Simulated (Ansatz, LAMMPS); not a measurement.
# Elastic response of glassy Na2MgSi3O8 (112 atoms): runs compared

How stiff is glassy Na2MgSi3O8 (112 atoms), and how do its levels respond to strain?

Computed with Ansatz 0.2.0: Kohn-Sham DFT, PBE, PAW (set soft_2), plane waves.

### Step 1. The cell as built

The cell holds 112 atoms: 8 Mg, 16 Na, 64 O and 24 Si. Its edges and angles: a = 11.203 Å, b = 11.203 Å, c = 11.203 Å, α = 90.0°, β = 90.0°, γ = 90.0°. 112 atoms (8 Mg, 16 Na, 64 O, 24 Si) placed at random at 2.58 g/cm³, melted at 4500 K for 20 ps at fixed volume with the Morse and Coulomb pair potential with partial charges (Pedone, Malavasi, Menziani, Cormack and Segre, J. Phys. Chem. B 110, 11780 (2006)). Quenched from 4500 K to 300 K at 10 K/ps and fixed volume, held 20 ps at zero pressure.

Limits known from the start: The quench rate of 10 K/ps far exceeds what a furnace or splat quench reaches, so expect more defects and frozen-in strain than in a real sample. The starting topology of bonds comes from the classical model, and needn't be the one that DFT or experiment would give. Sampling is at Γ alone.

### Step 2. The reference run

The reference is a single point at the end of the relaxation.

Every strained cell starts from the geometry of this run, and its atoms are relaxed with the cell held.

Its input, with most atom lines left out:

```yaml
crystal:
  lattice:
    - [11.83859, 0.25982, 0.02797]
    - [0.25982, 11.06056, 0.17352]
    - [0.02797, 0.17352, 11.42351]
  atoms:
    - { symbol: Mg, position: [0.4834, 0.63485, 0.21544] }
    - { symbol: Mg, position: [0.50922, 0.06057, 0.35902] }
    - { symbol: Mg, position: [0.38831, 0.0536, 0.592] }
    - { symbol: Mg, position: [0.24337, 0.791, 0.782] }
    - { symbol: Mg, position: [0.69899, 0.81237, 0.3137] }
    - { symbol: Mg, position: [0.49795, 0.65105, 0.6749] }
    - { symbol: Mg, position: [0.98668, 0.47336, 0.50041] }
    [... atom lines 8 to 112 left out ...]
kpoints:
  mp_grid: { grid: [1, 1, 1] }
hamiltonian:
  xc: pbe
scf:
  occupations: { method: fermi_dirac, width: 0.05 }
output:
  forces: true
  stress: true
  populations: true
  dos:
    method: { smearing: { sigma: 0.1 } }
    de: 0.1
    projected: { site_lists: { Mg: [Mg], Na: [Na], O: [O], Si: [Si] } }
  eigenvalues: true
  write_density: true
  write_potential: true
  volumetric_format: npy
  elf: true
```

* free energy per atom: -811.3590 eV/atom
* r.m.s. force component: 0.00408 eV/Å
* pressure: 0.001559 GPa

Filled and empty levels are parted by 2.46 eV (at Γ alone); a semilocal functional tends to put such gaps too low. In a disordered cell it changes from sample to sample, and tail or defect levels can set it.

### Step 3. The runs

Each row is one run, on 4 threads of Intel Xeon Platinum 8375C at 2.90GHz (Ice Lake), shared host. The free energy is the program's total, comparable only between runs with the same functional, potentials and atoms.

```tsv
run	atoms	outcome	ionic steps, all passes	free energy (eV)	time	host memory (GiB)
Single point at the start	112	converged	-	-90860.130	17 s	2.0
Cell and atoms relaxed	112	converged	30	-90872.207	10 min	2.2
Single point at the relaxed geometry	112	converged	-	-90872.207	32 s	2.2
Volume -3 %	112	converged	8	-90872.050	3.5 min	2.2
Volume +3 %	112	converged	9	-90872.053	3.5 min	2.3
Volume -6 %	112	converged	11	-90871.651	4.1 min	2.1
Volume +6 %	112	converged	11	-90871.610	4.4 min	2.3
Volume -10 %	112	converged	11	-90870.384	4.1 min	2.0
Stretched by 1 % along x	112	converged	5	-90872.174	2.1 min	2.2
Compressed by 1 % along x	112	converged	5	-90872.181	1.8 min	2.2
Sheared by 2 % in xy	112	converged	8	-90872.164	3.1 min	2.2
```

In some runs the program notes that the SCF threshold is loose for the stress.

### Step 4. Pressure against volume

Atoms are relaxed at each volume, in the scaled cell.

```tsv
volume change (%)	volume (Å³/atom)	energy change (meV/atom)	pressure (GPa)	largest move on relaxing (Å)	bonds	gap (eV)
-10	12.011	16.28	4.70	0.68	225	2.83
-6	12.545	4.97	2.20	0.63	218	2.53
-3	12.945	1.40	1.21	0.18	214	2.56
+0	13.345	0.00	0.00	-	208	2.46
+3	13.746	1.38	-1.15	0.18	208	2.37
+6	14.146	5.33	-2.15	0.91	202	2.35
```

### Step 5. Uniaxial strain and shear

Stress (GPa, compression positive) less that of the relaxed cell, atoms relaxed:

```tsv
strain	xx	yy	zz	xy	energy change (meV/atom)
stretched by 1 % along x	-0.693	-0.204	-0.227	0.016	0.30
compressed by 1 % along x	0.674	0.122	0.243	0.015	0.24
sheared by 2 % in xy	-0.042	-0.149	0.012	-0.528	0.39
```

### Step 6. Findings

The bulk modulus, from the slope of pressure against ln V over the three points nearest the relaxed volume, is 39.3 GPa; between neighbouring points the slope runs 57, 31, 40, 39 and 35 GPa from the smallest volume up, without a steady fall, so no pressure derivative is given. The count of bonds runs from 202 to 225 over the series, so at some points contacts cross the cutoffs. At -10 %, -6 % and +6 % some atom moved by over 0.5 Å on relaxing, so those points may sit in another local minimum. The gap goes from 2.83 eV at the smallest volume to 2.35 eV at the largest, -2.7 eV per unit of ln V by a straight line, not monotonically (lowest 2.35, highest 2.83 eV), on the run's k-points. In the Cartesian axes of the cell, finite differences give C11 = 68.3, C12 = 16.3, C13 = 23.5 and C66 = 26.4 GPa (the shear of 2 % is the engineering strain, εxy = 0.01). The mean of C11, C12 and C13, which equals the bulk modulus in a cubic or isotropic solid, is 36.1 GPa: it agrees with the bulk modulus within 10 %. For an isotropic solid C66 would equal (C11 − C12)/2 = 26.0 GPa; so small a sample needn't be isotropic, and C66 rests on one shear. With the bulk modulus and C66 as K and G, Young's modulus would be about 65 GPa and Poisson's ratio 0.23.

**Limits.** Strains are finite and relaxations stop at the force tolerance of the input, which can leave moduli too stiff; they are those of a static cell at zero temperature. Volumes are changed with the cell's shape held, so in an anisotropic solid the modulus lies over the one under free hydrostatic load. The program notes that the SCF threshold of the relaxations is loose for the stress.

The DFT runs together took 37 min of wall time.

[Logs are printed without paths, hosts, clocks, repeated set-up lines and the standing remarks that a program may print on its own settings, such as how far it seeks lower states.]

[Hosts, paths, dates, database ids (printed as entryN), source tags and the programs' standing remarks are cut or masked in the printed files.]
